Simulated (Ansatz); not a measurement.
Planning a run of Ansatz 0.2.0 on BaZnPF (P4/nmm). The input:

```yaml
crystal:
  lattice:
    - [4.15634, 0.0, 0.0]
    - [0.0, 4.15634, 0.0]
    - [0.0, 0.0, 9.45743]
  atoms:
    - { symbol: Ba, position: [0.5, 0.0, 0.33177] }
    - { symbol: Ba, position: [0.0, 0.5, 0.66823] }
    - { symbol: Zn, position: [0.5, 0.5, 0.0] }
    - { symbol: Zn, position: [0.0, 0.0, 0.0] }
    - { symbol: P, position: [0.0, 0.5, 0.1491] }
    - { symbol: P, position: [0.5, 0.0, 0.8509] }
    - { symbol: F, position: [0.5, 0.5, 0.5] }
    - { symbol: F, position: [0.0, 0.0, 0.5] }
kpoints:
  mp_grid: { grid: [2, 2, 2] }
hamiltonian:
  xc: pbe
  pseudopotentials: { kind: all_electron }
scf:
  occupations: { method: fixed }
gw:
  n_empty_bands: 681
  ecut_chi: 150.0
  qp_bands: [v6, c3]
  qp_kpoints: [[0, 0, 0]]
  screening: { model: contour_deformation }
```

```sh
ansatz run input.yaml --threads 2 --pin off --max-ram 92160MiB --backend cuda --events-out ev --progress --plain --runs-dir out --devices 1 --max-vram 13GiB
```

**Question.** How long will it take on 1 × NVIDIA H100 80GB HBM3 (shared by 6 runs) with 2 threads of AMD EPYC 7R13 (Zen 3), shared host, and how much memory?

It took 74 s; on shared hardware allow 37 s to 2.5 min. Peak host memory was 10 GiB. The sizes that set the cost: 60081 plane waves a state, 6 irreducible k points, 791 bands summed, 675 plane waves in the screening and 13 SCF cycles.

The screening grows as filled bands × empty bands × pairs of k points, times the square of the screening basis for the matrix.

[Paths, hosts, dates, memory and timing lines, banners, echoed tables and standing remarks are left out of the program output.]

[Logs are printed without paths, hosts, clocks, repeated set-up lines and the standing remarks that a program may print on its own settings, such as how far it seeks lower states.]

[Runs of the session that timed out or met a known fault of the program may be left out.]

[Cells called generated may have been cut or substituted from an entry of the Crystallography Open Database or the Materials Project.]

[Hosts, paths, dates, database ids (printed as entryN), source tags and the programs' standing remarks are cut or masked in the printed files.]
